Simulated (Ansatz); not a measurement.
# Relaxing a frame of liquid (Cs,Li)Cl from 1500 K (108 atoms), part 2 of 3

Wanted: the relaxed structure of a frame of liquid (Cs,Li)Cl from 1500 K (108 atoms) and its electronic structure.

Ansatz 0.2.0; Kohn-Sham DFT, PBE, PAW (set soft_2), plane waves.

The cell: 37 Cs, 17 Li and 54 Cl. The network of bonds at the start is that of the classical potential that made the cell. The ion parameters were fitted for water, not for melts. Only the Γ point is sampled, in a cell whose shortest periodic width is 19 Å. The levels lack spin–orbit coupling.

So far. Step 2 (Single point at the start): The r.m.s. force component of 0.45 eV/Å and the pressure of 0.086 GPa set the starting point.

## Step 3: Relaxation

The atoms are relaxed in the fixed cell, aiming at the force tolerance of the input.

input.yaml reads:

```yaml
crystal:
  lattice:
    - [18.7257, 0.0, 0.0]
    - [0.0, 18.7257, 0.0]
    - [0.0, 0.0, 18.7257]
  atoms:
    [... the 108 atom lines of step 2 ...]
kpoints:
  mp_grid: { grid: [1, 1, 1] }
hamiltonian:
  xc: pbe
scf:
  occupations: { method: fixed }
output:
  forces: true
relax:
  f_tol: 0.03
  max_steps: 141
```

The run is started by

```sh
ansatz run input.yaml --threads 8 --pin off --max-ram 15872MiB --backend cpu --events-out ev --progress --plain --runs-dir out
```

Numbers of over 12 decimals in the logs are rounded to 6 here.

Log:

```text
[...]
Crystal: 108 atoms, lattice volume = 6566.201 Å³
Basis set: ecut = 420 eV, 128395 PW (Γ), exchange–correlation on 256×256×256 points (8 copies of the dense FFT grid, shifted against one another)
Bands: 489, of which v1, the nominal top of the filled ones, is band 381 counted from 1 (380 counted from 0)
Symmetry: 1 space group operations
[...]
k-points: 1
[...]
SCF iter   1: F=—  HF=-271769.189020 eV  |F-HF|=—  |Δ(HF+E_count)|=         —  Δρ=1.04e-3  dr2=3.41e-1  ethr=1.77e-3  ⟨swp⟩=6.0  Hψ=1721  notcnv=0  defer=106
[...]
SCF iter   6: F=-271769.072675 eV  HF=-271769.072675 eV  |F-HF|=1.71e-8  |Δ(HF+E_count)|=   3.34e-6  Δρ=2.85e-6  dr2=6.81e-7  ethr=1.75e-9  ⟨swp⟩=2.0  Hψ=1570  notcnv=0
SCF 1 converged in 6 iterations: F = -271769.072675 eV  dr2 = 6.81e-7
[...]
relax step   1: F+E_penalty+E_count = -271769.07267514 eV  Δ(F+E_penalty+E_count) = +0.000e0 eV  max|allowed force component| = 1.648e0 eV/Å  Δτ_max = 0.0000 Å  (6 SCF iters, dr2 threshold 2.25e-5 eV, accepted)
[...]
relax step   2: F+E_penalty+E_count = -271774.29112695 eV  Δ(F+E_penalty+E_count) = -5.218e0 eV  max|allowed force component| = 8.861e-1 eV/Å  Δτ_max = 0.1948 Å  (5 SCF iters, dr2 threshold 1.00e-4 eV, accepted)
[...]
relax step   3: F+E_penalty+E_count = -271777.90184761 eV  Δ(F+E_penalty+E_count) = -3.611e0 eV  max|allowed force component| = 5.100e-1 eV/Å  Δτ_max = 0.1985 Å  (5 SCF iters, dr2 threshold 4.91e-5 eV, accepted)
relax step   4: F+E_penalty+E_count = -271780.45254201 eV  Δ(F+E_penalty+E_count) = -2.551e0 eV  max|allowed force component| = 3.463e-1 eV/Å  Δτ_max = 0.1940 Å  (5 SCF iters, dr2 threshold 7.52e-5 eV, accepted)
relax step   5: F+E_penalty+E_count = -271781.92397751 eV  Δ(F+E_penalty+E_count) = -1.471e0 eV  max|allowed force component| = 2.447e-1 eV/Å  Δτ_max = 0.1986 Å  (6 SCF iters, dr2 threshold 3.97e-5 eV, accepted)
relax step   6: F+E_penalty+E_count = -271783.05005149 eV  Δ(F+E_penalty+E_count) = -1.126e0 eV  max|allowed force component| = 2.138e-1 eV/Å  Δτ_max = 0.1930 Å  (5 SCF iters, dr2 threshold 2.76e-5 eV, accepted)
relax step   7: F+E_penalty+E_count = -271783.83695059 eV  Δ(F+E_penalty+E_count) = -7.869e-1 eV  max|allowed force component| = 3.098e-1 eV/Å  Δτ_max = 0.1950 Å  (5 SCF iters, dr2 threshold 2.28e-5 eV, accepted)
relax step   8: F+E_penalty+E_count = -271784.32203145 eV  Δ(F+E_penalty+E_count) = -4.851e-1 eV  max|allowed force component| = 3.844e-1 eV/Å  Δτ_max = 0.1989 Å  (5 SCF iters, dr2 threshold 7.33e-5 eV, accepted)
relax step   9: F+E_penalty+E_count = -271784.65100513 eV  Δ(F+E_penalty+E_count) = -3.290e-1 eV  max|allowed force component| = 2.396e-1 eV/Å  Δτ_max = 0.1951 Å  (5 SCF iters, dr2 threshold 1.00e-4 eV, accepted)
relax step  10: F+E_penalty+E_count = -271784.94927057 eV  Δ(F+E_penalty+E_count) = -2.983e-1 eV  max|allowed force component| = 1.759e-1 eV/Å  Δτ_max = 0.1919 Å  (5 SCF iters, dr2 threshold 2.23e-5 eV, accepted)
relax step  11: F+E_penalty+E_count = -271785.26344216 eV  Δ(F+E_penalty+E_count) = -3.142e-1 eV  max|allowed force component| = 1.545e-1 eV/Å  Δτ_max = 0.2000 Å  (5 SCF iters, dr2 threshold 1.20e-5 eV, accepted)
relax step  12: F+E_penalty+E_count = -271785.59278564 eV  Δ(F+E_penalty+E_count) = -3.293e-1 eV  max|allowed force component| = 1.193e-1 eV/Å  Δτ_max = 0.1944 Å  (5 SCF iters, dr2 threshold 1.29e-5 eV, accepted)
relax step  13: F+E_penalty+E_count = -271785.86404135 eV  Δ(F+E_penalty+E_count) = -2.713e-1 eV  max|allowed force component| = 8.791e-2 eV/Å  Δτ_max = 0.1951 Å  (5 SCF iters, dr2 threshold 8.48e-6 eV, accepted)
relax step  14: F+E_penalty+E_count = -271786.12706397 eV  Δ(F+E_penalty+E_count) = -2.630e-1 eV  max|allowed force component| = 8.074e-2 eV/Å  Δτ_max = 0.1954 Å  (6 SCF iters, dr2 threshold 4.20e-6 eV, accepted)
relax step  15: F+E_penalty+E_count = -271786.38717510 eV  Δ(F+E_penalty+E_count) = -2.601e-1 eV  max|allowed force component| = 8.171e-2 eV/Å  Δτ_max = 0.1969 Å  (6 SCF iters, dr2 threshold 3.54e-6 eV, accepted)
relax step  16: F+E_penalty+E_count = -271786.61273349 eV  Δ(F+E_penalty+E_count) = -2.256e-1 eV  max|allowed force component| = 9.658e-2 eV/Å  Δτ_max = 0.1959 Å  (5 SCF iters, dr2 threshold 5.63e-6 eV, accepted)
relax step  17: F+E_penalty+E_count = -271786.81453998 eV  Δ(F+E_penalty+E_count) = -2.018e-1 eV  max|allowed force component| = 9.702e-2 eV/Å  Δτ_max = 0.1950 Å  (5 SCF iters, dr2 threshold 9.33e-6 eV, accepted)
relax step  18: F+E_penalty+E_count = -271787.02106811 eV  Δ(F+E_penalty+E_count) = -2.065e-1 eV  max|allowed force component| = 8.529e-2 eV/Å  Δτ_max = 0.1936 Å  (5 SCF iters, dr2 threshold 9.41e-6 eV, accepted)
relax step  19: F+E_penalty+E_count = -271787.20823893 eV  Δ(F+E_penalty+E_count) = -1.872e-1 eV  max|allowed force component| = 1.526e-1 eV/Å  Δτ_max = 0.1949 Å  (5 SCF iters, dr2 threshold 5.62e-6 eV, accepted)
relax step  20: F+E_penalty+E_count = -271787.37342704 eV  Δ(F+E_penalty+E_count) = -1.652e-1 eV  max|allowed force component| = 1.173e-1 eV/Å  Δτ_max = 0.1954 Å  (5 SCF iters, dr2 threshold 1.80e-5 eV, accepted)
[...]
relax step  33: F+E_penalty+E_count = -271788.53727030 eV  Δ(F+E_penalty+E_count) = -4.163e-2 eV  max|allowed force component| = 3.476e-2 eV/Å  Δτ_max = 0.1931 Å  (7 SCF iters, accepted)
relax step  34: F+E_penalty+E_count = -271788.57042509 eV  Δ(F+E_penalty+E_count) = -3.315e-2 eV  max|allowed force component| = 3.376e-2 eV/Å  Δτ_max = 0.1950 Å  (7 SCF iters, accepted)
relax step  35: F+E_penalty+E_count = -271788.59956508 eV  Δ(F+E_penalty+E_count) = -2.914e-2 eV  max|allowed force component| = 5.212e-2 eV/Å  Δτ_max = 0.1951 Å  (7 SCF iters, accepted)
[...]
relax step  38: F+E_penalty+E_count = -271788.64959950 eV  Δ(F+E_penalty+E_count) = -1.373e-2 eV  max|allowed force component| = 3.219e-2 eV/Å  Δτ_max = 0.1113 Å  (7 SCF iters, accepted)
relax step  39: F+E_penalty+E_count = -271788.66124848 eV  Δ(F+E_penalty+E_count) = -1.165e-2 eV  max|allowed force component| = 3.704e-2 eV/Å  Δτ_max = 0.1068 Å  (7 SCF iters, accepted)
[...]
relax step  43: F+E_penalty+E_count = -271788.78323657 eV  Δ(F+E_penalty+E_count) = -2.715e-2 eV  max|allowed force component| = 1.885e-1 eV/Å  Δτ_max = 0.1947 Å  (5 SCF iters, dr2 threshold 2.11e-5 eV, accepted)
relax step  44: F+E_penalty+E_count = -271788.80423910 eV  Δ(F+E_penalty+E_count) = -2.100e-2 eV  max|allowed force component| = 5.742e-2 eV/Å  Δτ_max = 0.0928 Å  (5 SCF iters, dr2 threshold 3.55e-5 eV, accepted)
relax step  45: F+E_penalty+E_count = -271788.81066770 eV  Δ(F+E_penalty+E_count) = -6.429e-3 eV  max|allowed force component| = 7.262e-2 eV/Å  Δτ_max = 0.0905 Å  (7 SCF iters, accepted)
relax step  46: F+E_penalty+E_count = -271788.82429894 eV  Δ(F+E_penalty+E_count) = -1.363e-2 eV  max|allowed force component| = 2.672e-2 eV/Å  Δτ_max = 0.0582 Å  (6 SCF iters, accepted)
relax step  47: F+E_penalty+E_count = -271788.83065076 eV  Δ(F+E_penalty+E_count) = -6.352e-3 eV  max|allowed force component| = 5.072e-2 eV/Å  Δτ_max = 0.0573 Å  (6 SCF iters, accepted)
relax step  48: F+E_penalty+E_count = -271788.83844633 eV  Δ(F+E_penalty+E_count) = -7.796e-3 eV  max|allowed force component| = 4.120e-2 eV/Å  Δτ_max = 0.1032 Å  (7 SCF iters, accepted)
relax step  49: F+E_penalty+E_count = -271788.84594587 eV  Δ(F+E_penalty+E_count) = -7.500e-3 eV  max|allowed force component| = 2.309e-2 eV/Å  Δτ_max = 0.1222 Å  (6 SCF iters, dr2 threshold 1.12e-6 eV, accepted)
relax step  50: F+E_penalty+E_count = -271788.84594593 eV  Δ(F+E_penalty+E_count) = -5.524e-8 eV  max|allowed force component| = 2.308e-2 eV/Å  Δτ_max = 0.0000 Å  (2 SCF iters, accepted)
relax step  51: F+E_penalty+E_count = -271788.85685716 eV  Δ(F+E_penalty+E_count) = -1.091e-2 eV  max|allowed force component| = 2.911e-2 eV/Å  Δτ_max = 0.1832 Å  (7 SCF iters, accepted)
relax step  52: F+E_penalty+E_count = -271788.87425899 eV  Δ(F+E_penalty+E_count) = -1.740e-2 eV  max|allowed force component| = 3.513e-2 eV/Å  Δτ_max = 0.1914 Å  (7 SCF iters, accepted)
relax step  53: F+E_penalty+E_count = -271788.89982134 eV  Δ(F+E_penalty+E_count) = -2.556e-2 eV  max|allowed force component| = 3.585e-2 eV/Å  Δτ_max = 0.1976 Å  (6 SCF iters, dr2 threshold 1.23e-6 eV, accepted)
relax step  54: F+E_penalty+E_count = -271788.92665098 eV  Δ(F+E_penalty+E_count) = -2.683e-2 eV  max|allowed force component| = 3.484e-2 eV/Å  Δτ_max = 0.1938 Å  (6 SCF iters, dr2 threshold 1.29e-6 eV, accepted)
relax step  55: F+E_penalty+E_count = -271788.94731587 eV  Δ(F+E_penalty+E_count) = -2.066e-2 eV  max|allowed force component| = 6.569e-2 eV/Å  Δτ_max = 0.1904 Å  (6 SCF iters, dr2 threshold 1.15e-6 eV, accepted)
relax step  56: F+E_penalty+E_count = -271788.97069039 eV  Δ(F+E_penalty+E_count) = -2.337e-2 eV  max|allowed force component| = 3.138e-2 eV/Å  Δτ_max = 0.1943 Å  (5 SCF iters, dr2 threshold 4.08e-6 eV, accepted)
relax step  57: F+E_penalty+E_count = -271788.98936355 eV  Δ(F+E_penalty+E_count) = -1.867e-2 eV  max|allowed force component| = 3.736e-2 eV/Å  Δτ_max = 0.1365 Å  (7 SCF iters, accepted)
relax step  58: F+E_penalty+E_count = -271789.00545567 eV  Δ(F+E_penalty+E_count) = -1.609e-2 eV  max|allowed force component| = 4.260e-2 eV/Å  Δτ_max = 0.1882 Å  (7 SCF iters, accepted)
relax step  59: F+E_penalty+E_count = -271789.01707958 eV  Δ(F+E_penalty+E_count) = -1.162e-2 eV  max|allowed force component| = 2.422e-2 eV/Å  Δτ_max = 0.1204 Å  (5 SCF iters, dr2 threshold 1.81e-6 eV, accepted)
[...]
relax step  60: F+E_penalty+E_count = -271789.01707984 eV  Δ(F+E_penalty+E_count) = -2.565e-7 eV  max|allowed force component| = 2.416e-2 eV/Å  Δτ_max = 0.0000 Å  (3 SCF iters, accepted)
SCF converged after 3 iterations
Free energy (F): -271789.017080 eV
[...]
Internal energy: -271789.017080 eV  (E = F + TS)
E sigma→0 (E₀):  -271789.017080 eV
Fermi energy:    -1.294281 eV
[...]
--- Forces (eV/Å), atoms counted from 1 ---
  atom   1  Cs    -0.00266182    -0.00071508    -0.00358726
  atom   2  Cs    -0.00293488    -0.00487435    -0.00234211
  atom   3  Cs    -0.01056091    -0.01046553    -0.00471119
  atom   4  Cs    -0.01203009    -0.00713414     0.00382996
  atom   5  Cs    -0.00407042     0.00028272     0.00520003
  atom   6  Cs    -0.00525583     0.00392151     0.00504912
  atom   7  Cs     0.00242443     0.00292439    -0.00022817
  atom   8  Cs     0.00046512     0.00200563     0.00617678
  atom   9  Cs    -0.00004227    -0.00357789    -0.00144379
  atom  10  Cs    -0.00908099     0.00858711     0.00824856
  atom  11  Cs    -0.00240028    -0.00437725     0.00059360
  atom  12  Cs    -0.00420966     0.00484069     0.00854537
  atom  13  Cs    -0.00031160    -0.00045096    -0.00186302
  atom  14  Cs    -0.00603411     0.00681498    -0.00496821
[...]
atom 107  Cl    -0.00932272     0.00714436    -0.00020390
  atom 108  Cl     0.01367255     0.00826528     0.00293336
  max |Σ_I F_I| component: 3.89e-5 eV/Å
--- Relaxed structure (60 steps of the walk, 60 accepted, 0 SCFs on fresh bases) ---
  F+E_penalty+E_count = -271789.01707984 eV   max|allowed force component| = 2.416e-2 eV/Å
  atoms:
    - { symbol: Cs, position: [0.882505, 0.574786, 0.140672] }
    - { symbol: Cs, position: [0.823450, 0.837724, 0.138030] }
    - { symbol: Cs, position: [0.142355, 0.630523, 0.656026] }
    - { symbol: Cs, position: [-0.013766, 0.661457, 0.872746] }
[...]
- { symbol: Cl, position: [1.014220, 0.642899, 0.527684] }
```

Elapsed: 24 min, on 8 threads of Arm Neoverse V2, shared host; peak memory 7.3 GiB; 3.1 h of CPU time.

Relaxation path (22 of 60):

| step | energy less that of the first step (eV) | largest force component (eV/Å) |
| --- | --- | --- |
| 1 | 0.0000 | 1.6478 |
| 4 | -11.3799 | 0.3463 |
| 7 | -14.7643 | 0.3098 |
| 9 | -15.5783 | 0.2396 |
| 12 | -16.5201 | 0.1193 |
| 15 | -17.3145 | 0.0817 |
| 18 | -17.9484 | 0.0853 |
| 21 | -18.4354 | 0.1806 |
| 23 | -18.6962 | 0.0732 |
| 26 | -18.9981 | 0.0629 |
| 29 | -19.2737 | 0.0540 |
| 32 | -19.4230 | 0.0404 |
| 35 | -19.5269 | 0.0521 |
| 38 | -19.5769 | 0.0322 |
| 40 | -19.6069 | 0.0456 |
| 43 | -19.7106 | 0.1885 |
| 46 | -19.7516 | 0.0267 |
| 49 | -19.7733 | 0.0231 |
| 52 | -19.8016 | 0.0351 |
| 54 | -19.8540 | 0.0348 |
| 57 | -19.9167 | 0.0374 |
| 60 | -19.9444 | 0.0242 |

The atoms that moved most (Å):

| atom | dx | dy | dz | length |
| --- | --- | --- | --- | --- |
| Cl95 | -0.635 | 2.686 | -2.408 | 3.663 |
| Li50 | 1.693 | -2.544 | -1.717 | 3.505 |
| Cs13 | 1.430 | 0.819 | 2.814 | 3.261 |
| Cl72 | -0.861 | -1.083 | 2.817 | 3.138 |
| Cs28 | -0.237 | 2.253 | -2.015 | 3.032 |
| Cl56 | 0.491 | 1.170 | 2.564 | 2.860 |
| Cl108 | 1.837 | -1.215 | -1.438 | 2.630 |
| Cl69 | -1.477 | -1.536 | 1.539 | 2.629 |

The relaxation changed the energy by -185 meV/atom, and atoms moved by 1.6 Å r.m.s., 3.7 Å at most.

## Step 4: Local order after relaxation

Bonds before and after, by the cutoffs listed below:

| pair | bonds before | bonds after | mean before (Å) | mean after (Å) | spread before (Å) | spread after (Å) |
| --- | --- | --- | --- | --- | --- | --- |
| Cl-Cs | 138 | 170 | 3.432 | 3.532 | 0.355 | 0.172 |
| Cl-Li | 53 | 57 | 2.544 | 2.360 | 0.200 | 0.092 |

Density 1.76 g/cm³, 60.80 Å³ an atom.

Pair distribution functions g(r), in bins of 0.2 Å:

| r (Å) | total | Cl-Cl | Cl-Cs | Cl-Li | Cs-Cs | Cs-Li | Li-Li |
| --- | --- | --- | --- | --- | --- | --- | --- |
| 2.10 | 0.19 | 0.00 | 0.00 | 1.21 | 0.00 | 0.00 | 0.00 |
| 2.30 | 2.78 | 0.00 | 0.00 | 17.65 | 0.00 | 0.00 | 0.00 |
| 2.50 | 1.58 | 0.00 | 0.00 | 9.99 | 0.00 | 0.00 | 0.00 |
| 2.70 | 0.06 | 0.00 | 0.00 | 0.40 | 0.00 | 0.00 | 0.00 |
| 2.90 | 0.10 | 0.00 | 0.00 | 0.00 | 0.00 | 0.00 | 4.16 |
| 3.10 | 0.10 | 0.00 | 0.00 | 0.00 | 0.00 | 0.00 | 3.89 |
| 3.30 | 1.48 | 0.00 | 4.32 | 0.00 | 0.00 | 0.00 | 0.00 |
| 3.50 | 3.21 | 0.14 | 9.25 | 0.00 | 0.00 | 0.00 | 0.00 |
| 3.70 | 1.70 | 1.17 | 3.26 | 0.00 | 0.00 | 0.90 | 7.78 |
| 3.90 | 1.38 | 3.16 | 0.79 | 0.36 | 0.00 | 1.65 | 3.58 |
| 4.10 | 1.16 | 2.47 | 0.24 | 0.34 | 0.00 | 2.73 | 4.28 |
| 4.30 | 0.66 | 0.88 | 0.07 | 0.62 | 0.41 | 2.02 | 1.94 |
| 4.50 | 1.06 | 1.60 | 0.26 | 0.98 | 1.12 | 1.66 | 4.42 |
| 4.70 | 0.73 | 1.07 | 0.06 | 0.65 | 1.54 | 1.32 | 0.81 |
| 4.90 | 1.01 | 0.83 | 0.33 | 1.18 | 3.04 | 1.23 | 0.73 |
| 5.10 | 0.90 | 0.76 | 0.30 | 1.44 | 2.08 | 1.27 | 0.00 |
| 5.30 | 0.90 | 0.96 | 0.37 | 1.43 | 0.68 | 1.62 | 1.95 |
| 5.50 | 1.17 | 1.07 | 0.61 | 1.41 | 2.52 | 1.37 | 1.19 |
| 5.70 | 1.11 | 1.16 | 0.56 | 1.68 | 1.64 | 1.03 | 2.78 |
| 5.90 | 1.21 | 1.65 | 0.90 | 1.31 | 1.54 | 0.72 | 1.04 |
| 6.10 | 1.07 | 0.96 | 0.64 | 2.15 | 1.23 | 1.01 | 0.96 |
| 6.30 | 1.08 | 1.40 | 0.99 | 1.57 | 0.87 | 0.20 | 0.45 |
| 6.50 | 1.02 | 1.27 | 1.24 | 0.74 | 1.00 | 0.20 | 0.85 |
| 6.70 | 1.06 | 0.83 | 1.43 | 1.01 | 0.95 | 0.65 | 1.22 |
| 6.90 | 1.05 | 1.09 | 1.32 | 0.84 | 0.96 | 0.26 | 2.27 |
| 7.10 | 1.07 | 1.15 | 1.34 | 0.96 | 0.76 | 0.49 | 1.08 |
| 7.30 | 1.05 | 0.94 | 1.35 | 1.06 | 0.51 | 0.78 | 1.69 |
| 7.50 | 1.02 | 0.89 | 1.16 | 1.06 | 0.61 | 1.11 | 1.59 |

Bonds by pair of elements; cutoffs follow the first minimum of g(r), held within bounds set by covalent radii, and pairs that aren't listed don't count as bonded:

| pair A-B | cutoff (Å) | bonds | mean length (Å) | spread (Å) | shortest (Å) | B about A | A about B |
| --- | --- | --- | --- | --- | --- | --- | --- |
| Cl-Cs | 4.33 | 170 | 3.53 | 0.172 | 3.23 | 3.15 | 4.59 |
| Cl-Li | 3.02 | 57 | 2.36 | 0.092 | 2.16 | 1.06 | 3.35 |

How many atoms have how many bonded neighbours:

| element | mean | 2 | 3 | 4 | 5 | 6 |
| --- | --- | --- | --- | --- | --- | --- |
| Cl | 4.20 | 0 | 7 | 30 | 16 | 1 |
| Cs | 4.59 | 0 | 2 | 15 | 16 | 4 |
| Li | 3.35 | 1 | 9 | 7 | 0 | 0 |

Bond angles (no mean is given where the spread exceeds 20°):

| angle | count | mean (°) | spread (°) |
| --- | --- | --- | --- |
| Cl-Cs-Cl | 316 | - | - |
| Cs-Cl-Cs | 217 | - | - |
| Cs-Cl-Li | 130 | - | - |
| Cl-Li-Cl | 70 | 114 | 11.7 |
| Li-Cl-Li | 29 | - | - |

Bond length by coordination (bonds to H left out):

| element | coordination | atoms | mean bond length (Å) |
| --- | --- | --- | --- |
| Cl | 3 | 7 | 3.06 |
| Cl | 4 | 30 | 3.23 |
| Cl | 5 | 16 | 3.27 |
| Cl | 6 | 1 | 3.58 |
| Cs | 3 | 2 | 3.38 |
| Cs | 4 | 15 | 3.45 |
| Cs | 5 | 16 | 3.57 |
| Cs | 6 | 4 | 3.65 |
| Li | 2 | 1 | 2.17 |
| Li | 3 | 9 | 2.30 |
| Li | 4 | 7 | 2.43 |

For some of the pairs, g(r) has its first main peak near 4.0 Å (Cl-Cl), 3.4 Å (Cl-Cs), 2.3 Å (Cl-Li), 4.9 Å (Cs-Cs) and 4.1 Å (Cs-Li). With the cutoffs above, 56 % of Cl atoms have 4, 43 % of Cs atoms have 5 and 53 % of Li atoms have 3 bonded neighbours.

[end of part 2 of 3]

[Logs are printed without paths, hosts, clocks, repeated set-up lines and the standing remarks that a program may print on its own settings, such as how far it seeks lower states.]

[Hosts, paths, dates, database ids (printed as entryN), source tags and the programs' standing remarks are cut or masked in the printed files.]
